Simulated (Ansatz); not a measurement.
# K on Pt(111): change of the work function, part 3 of 3

Wanted: Δφ(θ) for K/Pt(111), starting from the fcc site.

Ansatz 0.2.0; plane-wave DFT, PBE, Ansatz PAW.

So far, work function, upper face (eV): step 2 (the clean slab) 5.70; step 3 (37 atoms, coverage 0.111 ML, cell 3x3) 2.47.

## Step 4: Adsorbate added, k-mesh 6×6×1, coverage 0.25 ML

System of this step: KPt16 (K/Pt(111)). The cell holds 17 atoms: 16 Pt and 1 K. Its edges and angles: a = 5.544 Å, b = 5.544 Å, c = 28.009 Å, α = 90.0°, β = 90.0°, γ = 60.0°. Vacuum lies along c.

Another coverage, to see how the dipoles act on each other as their distance changes.

Input file input.yaml:

```yaml
crystal:
  lattice:
    - [5.5437171645, 1.0e-10, 0.0]
    - [2.7718585822, 4.8009998959, 0.0]
    - [0.0, 0.0, 28.0088629487]
  atoms:
    - { symbol: Pt, position: [0.0, 0.0, 0.3213268606] }
    - { symbol: Pt, position: [0.1666666667, 0.1666666667, 0.4021303213] }
    - { symbol: Pt, position: [0.3333333333, 0.3333333333, 0.4844885198] }
    - { symbol: Pt, position: [0.0, 0.0, 0.5678735864] }
    - { symbol: Pt, position: [0.0, 0.5, 0.3213268606] }
    - { symbol: Pt, position: [0.1666666667, 0.6666666667, 0.4021303213] }
    - { symbol: Pt, position: [0.3333333333, 0.8333333333, 0.4844885198] }
    - { symbol: Pt, position: [0.0, 0.5, 0.5678735864] }
    - { symbol: Pt, position: [0.5, 0.0, 0.3213268606] }
    - { symbol: Pt, position: [0.6666666667, 0.1666666667, 0.4021303213] }
    - { symbol: Pt, position: [0.8333333333, 0.3333333333, 0.4844885198] }
    - { symbol: Pt, position: [0.5, 0.0, 0.5678735864] }
    - { symbol: Pt, position: [0.5, 0.5, 0.3213268606] }
    - { symbol: Pt, position: [0.6666666667, 0.6666666667, 0.4021303213] }
    - { symbol: Pt, position: [0.8333333333, 0.8333333333, 0.4844885198] }
    - { symbol: Pt, position: [0.5, 0.5, 0.5678735864] }
    - { symbol: K, position: [0.1666666667, 0.1666666667, 0.6786731394] }
kpoints:
  mp_grid: { grid: [6, 6, 1] }
hamiltonian:
  xc: pbe
scf:
  occupations: { method: fermi_dirac, width: 0.1 }
  convergence: { dr2_threshold: 1.0e-08 }
efield:
  axis: 3
  dipole_correction: true
  ramp_position: 0.97
  ramp_width: 0.06
relax:
  f_tol: 0.02
  max_steps: 60
  constraints: [{ sites: [0, 1, 4, 5, 8, 9, 12, 13] }]
output:
  dos: { projected: true, e_range: [-8, 4] }
  write_potential: true
  write_density: true
  volumetric_format: npy
  elf: true
```

Launch:

```
$ ansatz run input.yaml --threads 4 --pin off --max-ram 16384MiB --backend cpu --events-out ev --progress --plain --runs-dir out
```

Numbers of over 12 decimals in the logs are rounded to 6 here.

The log of the run:

```text
[...]
Crystal: 17 atoms, lattice volume = 745.467 Å³
Basis set: ecut = 420 eV, 14577 PW (Γ), exchange–correlation on 80×80×384 points (8 copies of the dense FFT grid, shifted against one another)
Bands: 179, of which v1, the nominal top of the filled ones, is band 149 counted from 1 (148 counted from 0)
Symmetry: 6 space group operations
[...]
k-points: 7 of 36 (time reversal used)
[...]
SCF iter   1: F=—  HF=-201903.221940 eV  |F-HF|=—  |Δ(HF+E_count)|=         —  Δρ=6.48e-3  dr2=3.18e0  ethr=1.77e-3  p=0.520 e·Å  D=1.26e-1 V/Å  ΔV_dip=-3.54 eV  dr2_dipole=1.73e-1  V_vac-E_F(+/−)=1.66/5.20 eV  ⟨swp⟩=8.0  Hψ=5416  notcnv=0  defer=54
[...]
SCF iter  12: F=-201903.173178 eV  HF=-201903.173178 eV  |F-HF|=1.75e-8  |Δ(HF+E_count)|=   8.32e-8  Δρ=6.95e-7  dr2=8.52e-9  ethr=3.37e-12  p=0.539 e·Å  D=1.31e-1 V/Å  ΔV_dip=-3.66 eV  dr2_dipole=9.08e-10  V_vac-E_F(+/−)=2.00/5.66 eV  ⟨swp⟩=14.3  Hψ=10610  notcnv=0
SCF 1 converged in 12 iterations: F = -201903.173178 eV  dr2 = 8.52e-9
[...]
relax step   1: F+E_penalty+E_count = -201903.17317766 eV  Δ(F+E_penalty+E_count) = +0.000e0 eV  max|allowed force component| = 6.892e-1 eV/Å  Δτ_max = 0.0000 Å  (12 SCF iters, accepted)
[...]
SCF iter  12: F=-201903.255069 eV  HF=-201903.255069 eV  |F-HF|=9.02e-10  |Δ(HF+E_count)|=   1.43e-8  Δρ=4.34e-7  dr2=4.77e-9  ethr=3.37e-12  p=0.557 e·Å  D=1.35e-1 V/Å  ΔV_dip=-3.79 eV  dr2_dipole=4.94e-11  V_vac-E_F(+/−)=1.87/5.66 eV  ⟨swp⟩=12.1  Hψ=9134  notcnv=0
SCF 2 converged in 12 iterations: F = -201903.255069 eV  dr2 = 4.77e-9
[...]
relax step   2: F+E_penalty+E_count = -201903.25506889 eV  Δ(F+E_penalty+E_count) = -8.189e-2 eV  max|allowed force component| = 5.768e-1 eV/Å  Δτ_max = 0.0926 Å  (12 SCF iters, accepted)
SCF iter   1: F=—  HF=-201903.339666 eV  |F-HF|=—  |Δ(HF+E_count)|=         —  Δρ=1.79e-3  dr2=1.23e-1  ethr=1.58e-3  p=0.557 e·Å  D=1.35e-1 V/Å  ΔV_dip=-3.79 eV  dr2_dipole=4.07e-3  V_vac-E_F(+/−)=1.88/5.67 eV  ⟨swp⟩=5.1  Hψ=2557  notcnv=0  defer=69
[...]
SCF iter  12: F=-201903.335656 eV  HF=-201903.335656 eV  |F-HF|=2.33e-10  |Δ(HF+E_count)|=   7.60e-9  Δρ=4.32e-7  dr2=3.82e-9  ethr=3.37e-12  p=0.590 e·Å  D=1.43e-1 V/Å  ΔV_dip=-4.01 eV  dr2_dipole=3.52e-10  V_vac-E_F(+/−)=1.65/5.66 eV  ⟨swp⟩=16.1  Hψ=9258  notcnv=0
SCF 3 converged in 12 iterations: F = -201903.335656 eV  dr2 = 3.82e-9
relax step   3: F+E_penalty+E_count = -201903.33565607 eV  Δ(F+E_penalty+E_count) = -8.059e-2 eV  max|allowed force component| = 1.827e-1 eV/Å  Δτ_max = 0.1956 Å  (12 SCF iters, accepted)
[...]
relax step   4: F+E_penalty+E_count = -201903.34290326 eV  Δ(F+E_penalty+E_count) = -7.247e-3 eV  max|allowed force component| = 1.084e-1 eV/Å  Δτ_max = 0.1260 Å  (12 SCF iters, accepted)
SCF iter   1: F=—  HF=-201903.344292 eV  |F-HF|=—  |Δ(HF+E_count)|=         —  Δρ=4.89e-4  dr2=9.74e-3  ethr=1.11e-5  p=0.609 e·Å  D=1.48e-1 V/Å  ΔV_dip=-4.14 eV  dr2_dipole=1.45e-3  V_vac-E_F(+/−)=1.52/5.66 eV  ⟨swp⟩=3.1  Hψ=2398  notcnv=0  defer=68
[...]
SCF iter  11: F=-201903.344955 eV  HF=-201903.344955 eV  |F-HF|=1.05e-9  |Δ(HF+E_count)|=   1.72e-9  Δρ=3.43e-7  dr2=2.63e-9  ethr=3.37e-12  p=0.603 e·Å  D=1.46e-1 V/Å  ΔV_dip=-4.10 eV  dr2_dipole=1.63e-10  V_vac-E_F(+/−)=1.56/5.66 eV  ⟨swp⟩=13.9  Hψ=8508  notcnv=0
SCF 5 converged in 11 iterations: F = -201903.344955 eV  dr2 = 2.63e-9
relax step   5: F+E_penalty+E_count = -201903.34495527 eV  Δ(F+E_penalty+E_count) = -2.052e-3 eV  max|allowed force component| = 2.298e-3 eV/Å  Δτ_max = 0.0376 Å  (11 SCF iters, accepted)
[...]
SCF converged after 11 iterations
Free energy (F): -201903.344955 eV
[...]
Internal energy: -201902.473065 eV  (E = F + TS)
E sigma→0 (E₀):  -201902.909010 eV
Entropy (-TS):   -0.871890 eV (-51.288 meV/atom)
Fermi energy:    5.535659 eV
Dipole field:    D = 0.146243 V/Å  (p = 0.602479 e·Å, saw-weighted, corrected)
Work function:   Φ+ = 1.5634 eV   Φ− = 5.6596 eV
[...]
--- Forces (eV/Å), atoms counted from 1 ---
  atom   1  Pt     0.00029616     0.00017099    -0.48951457
  atom   2  Pt     0.00000000     0.00000000     0.51093500
  atom   3  Pt     0.00061520     0.00035518    -0.00023785
  atom   4  Pt    -0.00038107    -0.00022001    -0.00205685
  atom   5  Pt     0.00000000    -0.00034198    -0.48951457
  atom   6  Pt     0.03343757    -0.01930519     0.47209419
  atom   7  Pt     0.00000000    -0.00071037    -0.00023785
  atom   8  Pt    -0.00000000     0.00044003    -0.00205685
  atom   9  Pt    -0.00029616     0.00017099    -0.48951457
  atom  10  Pt    -0.00000000     0.03861038     0.47209419
  atom  11  Pt    -0.00061520     0.00035518    -0.00023785
  atom  12  Pt     0.00038107    -0.00022001    -0.00205685
  atom  13  Pt    -0.00000000     0.00000000    -0.45220962
  atom  14  Pt    -0.03343757    -0.01930519     0.47209419
  atom  15  Pt    -0.00000000    -0.00000000     0.00092932
  atom  16  Pt    -0.00000000    -0.00000000    -0.00229816
  atom  17  K      0.00000000     0.00000000     0.00172473
  max |Σ_I F_I| component: 6.40e-5 eV/Å
--- Band table (eV; the first three rows and the last of 7) ---
  k-point 0: bands = [... 145 lower, 5.8764, 5.8764, 6.0293, 6.1263, 6.1274, 6.1274, 6.1600, 6.1619, ... 26 higher]
  k-point 1: bands = [... 145 lower, 5.5674, 5.6442, 5.6574, 5.6590, 5.8227, 5.8554, 5.8592, 5.8936, ... 26 higher]
  k-point 2: bands = [... 145 lower, 5.1283, 5.1718, 5.5056, 5.5226, 5.5280, 5.5869, 5.8254, 5.8369, ... 26 higher]
  k-point 6: bands = [... 145 lower, 5.1161, 5.1447, 5.1711, 5.1731, 5.2166, 5.2590, 5.2818, 5.2833, ... 26 higher]
--- Relaxed structure (5 steps of the walk, 5 accepted, 0 SCFs on fresh bases) ---
  F+E_penalty+E_count = -201903.34495527 eV   max|allowed force component| = 2.298e-3 eV/Å
  atoms:
[...]
- { symbol: Pt, position: [0.166667, 0.166667, 0.402130] }
    - { symbol: Pt, position: [0.333753, 0.333753, 0.485069] }
    - { symbol: Pt, position: [-0.00128151, -0.00128151, 0.568254] }
    - { symbol: Pt, position: [0.0, 0.500000, 0.3213268606] }
    - { symbol: Pt, position: [0.166667, 0.666667, 0.402130] }
    - { symbol: Pt, position: [0.333753, 0.832494, 0.485069] }
    - { symbol: Pt, position: [-0.00128151, 0.502563, 0.568254] }
    - { symbol: Pt, position: [0.500000, -1.7959490104895715e-17, 0.3213268606] }
    - { symbol: Pt, position: [0.666667, 0.166667, 0.402130] }
    - { symbol: Pt, position: [0.832494, 0.333753, 0.485069] }
    - { symbol: Pt, position: [0.502563, -0.00128151, 0.568254] }
    - { symbol: Pt, position: [0.500000, 0.500000, 0.3213268606] }
    - { symbol: Pt, position: [0.666667, 0.666667, 0.402130] }
    - { symbol: Pt, position: [0.833333, 0.833333, 0.483947] }
    - { symbol: Pt, position: [0.500000, 0.500000, 0.571055] }
    - { symbol: K, position: [0.166667, 0.166667, 0.665229] }
```

The job ended after 2.9 min (4 threads of Arm Neoverse V1, shared host; peak memory 3.1 GiB; 12 min of CPU time).

Step by step:

```csv
step,energy less that of the first step (eV),largest force component (eV/Å)
1,0.0000,0.6892
2,-0.0819,0.5768
3,-0.1625,0.1827
4,-0.1697,0.1084
5,-0.1718,0.0023
```

Forces are held to the 6 operations that the run works with; a distortion that breaks them can't arise in this run.

The atoms that moved most (Å):

| atom | dx | dy | dz | length |
| --- | --- | --- | --- | --- |
| K17 | 0.000 | 0.000 | -0.377 | 0.377 |
| Pt16 | 0.000 | 0.000 | 0.089 | 0.089 |
| Pt7 | 0.000 | -0.004 | 0.016 | 0.017 |
| Pt3 | 0.003 | 0.002 | 0.016 | 0.017 |
| Pt11 | -0.003 | 0.002 | 0.016 | 0.017 |
| Pt4 | -0.011 | -0.006 | 0.011 | 0.016 |
| Pt12 | 0.011 | -0.006 | 0.011 | 0.016 |
| Pt8 | 0.000 | 0.012 | 0.011 | 0.016 |

The relaxed structure:

```xyz
17
Lattice="5.5437 0.0000 0.0000 2.7719 4.8010 0.0000 0.0000 0.0000 28.0089" Properties=species:S:1:pos:R:3
Pt    0.0000    0.0000    9.0000
Pt    1.3859    0.8002   11.2632
Pt    2.7753    1.6023   13.5862
Pt   -0.0107   -0.0062   15.9162
Pt    1.3859    2.4005    9.0000
Pt    2.7719    3.2007   11.2632
Pt    4.1578    3.9968   13.5862
Pt    1.3859    2.4128   15.9162
Pt    2.7719    0.0000    9.0000
Pt    4.1578    0.8002   11.2632
Pt    5.5402    1.6023   13.5862
Pt    2.7825   -0.0062   15.9162
Pt    4.1578    2.4005    9.0000
Pt    5.5437    3.2007   11.2632
Pt    6.9296    4.0008   13.5548
Pt    4.1578    2.4005   15.9946
K     1.3859    0.8002   18.6323
```

Numbers from this step:

| Item | Value |
| --- | --- |
| energy at zero smearing | -201902.9090 eV |
| work function, upper face | 1.563 eV |
| work function, lower face | 5.660 eV |
| dipole along the normal | 0.6025 e·Å |
| step between the vacuum levels | -4.096 eV |

Running mean over 2.263 Å of the planar mean; the ramp of the sawtooth is left out. Table of electron's electrostatic potential energy less the Fermi level by z:

```csv
z (Å),electron's electrostatic potential energy less the Fermi level (eV)
3.5,5.66
4.0,5.66
4.5,5.66
5.0,5.66
5.5,5.64
6.0,5.60
6.5,5.41
7.0,4.60
7.5,1.19
8.0,-4.98
8.5,-9.97
9.0,-11.6
9.5,-11.9
10.0,-12.1
10.5,-12.1
11.0,-12.2
11.5,-12.1
12.0,-11.7
12.5,-11.6
13.0,-11.8
13.5,-12.0
14.0,-11.7
14.5,-11.0
15.0,-10.9
15.5,-11.4
16.0,-11.4
16.5,-9.81
17.0,-5.25
17.5,-0.776
18.0,0.440
18.5,-0.0746
19.0,-0.517
19.5,-0.312
20.0,0.423
20.5,1.02
21.0,1.27
21.5,1.38
22.0,1.46
22.5,1.50
23.0,1.53
23.5,1.54
24.0,1.55
24.5,1.56
```

The density of states has structure finer than the step of the table below, so its rows give means over 0.25 eV, whole bins alone (the curve runs from -8 to 1.98 eV). Peaks (eV: height): -3.220: 53.6, -3.130: 47.5, -3.070: 53.2, -3.010: 52.4, -2.950: 58.5, -2.050: 65.8, -0.540: 48.6.

Density of states against energy, zero at the Fermi level; means over each step:

```
energy (eV)  density of states (states/eV a cell)
      -7.75                                  2.20
      -7.50                                  2.17
      -7.25                                  2.63
      -7.00                                  5.70
      -6.75                                  10.4
      -6.50                                  10.9
      -6.25                                  14.5
      -6.00                                  16.7
      -5.75                                  25.0
      -5.50                                  21.4
      -5.25                                  16.0
      -5.00                                  14.3
      -4.75                                  19.7
      -4.50                                  16.8
      -4.25                                  21.7
      -4.00                                  21.7
      -3.75                                  26.7
      -3.50                                  27.4
      -3.25                                  36.5
      -3.00                                  40.2
      -2.75                                  23.2
      -2.50                                  16.2
      -2.25                                  24.5
      -2.00                                  32.2
      -1.75                                  19.7
      -1.50                                  24.3
      -1.25                                  30.1
      -1.00                                  27.9
      -0.75                                  20.7
      -0.50                                  25.6
      -0.25                                  29.2
       0.00                                  30.6
       0.25                                  15.6
       0.50                                  11.7
       0.75                                  9.77
       1.00                                  4.03
       1.25                                  5.46
       1.50                                  5.19
       1.75                                  8.53
```

Projected DOS per atom over height of the atomic layer and energy from the Fermi level. Layers: Pt4 Pt4 Pt4 Pt4 K from below.

Values in states/eV, 22 rows by 5 columns, each cell a mean:
```
0.38 0.33 0.36 0.36 0.35
0.16 0.13 0.14 0.16 0.65
0.33 0.27 0.29 0.38 0.45
0.82 0.73 0.72 0.75 0.78
1.71 2.08 1.99 1.33 0.41
1.75 1.38 1.28 1.84 0.10
1.84 1.33 1.38 1.96 0.12
1.81 1.18 1.33 1.86 0.15
1.67 0.97 1.32 1.67 0.18
1.45 1.06 1.12 1.74 0.11
2.08 1.27 1.36 1.95 0.04
2.42 2.00 1.89 2.52 0.03
1.56 1.67 1.63 1.59 0.01
1.01 1.48 1.64 1.24 0.01
1.10 1.12 1.29 1.11 0.00
0.86 1.01 1.05 0.88 0.00
1.11 1.71 1.60 1.24 0.01
0.90 1.62 1.36 0.64 0.01
0.53 1.21 1.04 0.39 0.02
0.32 0.58 0.48 0.27 0.02
0.11 0.21 0.20 0.10 0.01
0.10 0.19 0.18 0.09 0.01
```
Columns: height of the atomic layer (Å) from 9 to 18.6 (not evenly spaced); rows upwards: energy from the Fermi level (eV) from -7.96 to 1.95.

Electrostatic potential energy in the ca plane at fractional y = 0.167, with atoms of Pt and K within 0.2 Å of it. With pseudopotentials it is smooth inside the atoms' cores, unlike the true potential.

Ten even steps from '0' (-47 eV) to '9' (9 eV), each cell a mean:
```
47899889998535898644799999899999999999999999
47899889998535898645799999999999999999999999
78986436898767899877899999999999999999999999
89972001699889999989999999999999999999999999
99960000589999999999999999999999999999999999
99961000589999999999999999999999999999999999
88984114799888999888999999999999999999999999
57998778998656898755899999999999999999999999
47899889997535898634799999999999999999999999
57998768998656899756899988788999999999999999
88984113799878999888999874357999999999999999
99961000589999999999999841026899999999999999
99960000589999999999999830016899999999999999
89972001699989999989999852137899999999999999
68987446898767999867899986678999999999999999
```
Columns run along c (16.0 Å, from fractional 0.33 to 0.90 of the cell; values clipped at the 3rd and 97th percentile), rows up along a (5.5 Å). Atoms in or near the plane, at fractional coordinates: Pt at (0.40, 0.17), Pt at (0.40, 0.67), K at (0.67, 0.17).

ELF in the ca plane at fractional y = 0.167, with atoms of Pt and K within 0.2 Å of it. It is the smooth field of the valence electrons, not physical close to the nuclei.

Ten even steps from '0' (0.00) to '9' (0.86), each cell a mean:
```
43222332223444323344432003442000001111000000
43222332223444323344332100000000011110000000
33223454323333222333332100000000011110000000
22235776322222212233322110000000111110000000
22236777422222111233322110000000111110000000
22236776422222111233322110000000111110000000
32234665322233222233322110000000011110000000
43222333223443223344332100000000011110000000
43222332223454323344432101210000001110000000
43223333223443222344332036774100001111000000
22234665322333222233321279998400001111000000
22236776422222111233321499899510001111000000
22236777422222111233321598799610001111000000
22235776322222212233321399998510001111000000
33223444222333222333331159986200001111000000
```
Columns run along c (16.0 Å, from fractional 0.33 to 0.90 of the cell), rows up along a (5.5 Å). Atoms in or near the plane, at fractional coordinates: Pt at (0.40, 0.17), Pt at (0.40, 0.67), K at (0.67, 0.17).

Valence density in the ca plane at fractional y = 0.167, with atoms of Pt and K within 0.2 Å of it. It is the smooth field of the valence electrons, not physical close to the nuclei.

Values in units of 1e0 e/Å³, 8 rows by 16 columns, each cell a mean:
```
1.0 0.3 0.4 0.4 1.6 0.5 1.3 0.8 0.1 0.1 0.0 0.0 0.0 0.0 0.0 0.0
0.5 1.3 2.7 0.4 0.7 0.3 0.6 0.4 0.1 0.0 0.0 0.0 0.0 0.0 0.0 0.0
0.3 3.8 8.0 0.5 0.3 0.2 0.2 0.2 0.0 0.0 0.0 0.0 0.0 0.0 0.0 0.0
0.5 1.5 3.1 0.4 0.6 0.3 0.6 0.4 0.1 0.0 0.0 0.0 0.0 0.0 0.0 0.0
1.0 0.3 0.4 0.4 1.6 0.5 1.3 0.8 0.1 0.1 0.0 0.0 0.0 0.0 0.0 0.0
0.5 1.3 2.7 0.4 0.7 0.3 0.6 0.4 0.3 1.5 0.3 0.0 0.0 0.0 0.0 0.0
0.3 3.8 8.0 0.5 0.3 0.2 0.2 0.2 0.7 3.8 0.9 0.0 0.0 0.0 0.0 0.0
0.5 1.5 3.1 0.4 0.6 0.3 0.5 0.4 0.3 1.7 0.4 0.0 0.0 0.0 0.0 0.0
```
Columns run along c (16.0 Å, from fractional 0.33 to 0.90 of the cell), rows up along a (5.5 Å). Atoms in or near the plane, at fractional coordinates: Pt at (0.40, 0.17), Pt at (0.40, 0.67), K at (0.67, 0.17).

The relaxation took 5 steps and lowered the energy by 0.17 eV; the largest force on the free atoms ends at 0.0023 eV/Å.

By hand: a sheet of dipoles makes a step −p/(ε₀A) in the electron's potential. With e/ε₀ = 180.95 V·Å, p = 0.6025 e·Å and A = 26.62 Å², that is −180.95 × (0.6025) / 26.62 = -4.096 eV, and the two vacuum levels of the run differ by -4.096 eV.

The covered face has 1.56 eV, -4.14 eV against the clean one; the bare back face has moved by -0.01 eV, a measure of how thin the slab is.

## Step 5: Work function against coverage

This step: plane-wave DFT, PBE, Ansatz PAW; work function against coverage (Ansatz 0.2.0).

The runs are now put side by side.

This step gave:

```yaml
work_function_of_the_clean_face: 5.703 eV
largest_change_of_the_work_function: -4.140 eV
```

Table of work function of the covered face by coverage:

```
coverage (adsorbates/nm²)  work function of the covered face (eV)
                     0.00                                    5.70
                     1.67                                    2.47
                     3.76                                    1.56
```

The dipole per adsorbate comes from the change of the cell's dipole. Coverage, by row:

| coverage (1/nm²) | coverage (ML) | work function (eV) | change (eV) | dipole per adsorbate, positive end outwards (debye) | mean height of the added atoms over the highest substrate atom (Å) |
| --- | --- | --- | --- | --- | --- |
| 1.67 | 0.1111 | 2.472 | -3.231 | 5.1 | 2.747 |
| 3.757 | 0.25 | 1.563 | -4.14 | 2.916 | 2.638 |

## Step 6: What came out

```json
{
 "work function of the clean face": "5.70 eV",
 "work function at 0.11 ML": "2.47 eV",
 "work function at 0.25 ML": "1.56 eV",
 "dipole per adsorbate at 0.11 ML, positive end outwards": "5.10 D"
}
```

**Reading.** K lowers the work function of Pt(111) at the lowest coverage, by 3.23 eV: the adsorbate layer has its positive end outwards. The slab has 4 layers, at the tabulated experimental lattice constant, one starting site was run, and quantum-size effects of a slab this thin can reach one or two tenths of an eV.

[Logs are printed without paths, hosts, clocks, repeated set-up lines and the standing remarks that a program may print on its own settings, such as how far it seeks lower states.]

[Hosts, paths, dates, database ids (printed as entryN), source tags and the programs' standing remarks are cut or masked in the printed files.]

[Maps of the electrostatic potential energy from Ansatz leave out the sawtooth potential of an applied field or a dipole correction, so their vacuum need not be flat; planar profiles and work functions include it.]

[The density of states shown here was stored with 400 of the rows of the run's finer table, so its peaks can read low, often by over a quarter, or be missed, and its means over a window can be off by a tenth or more.]
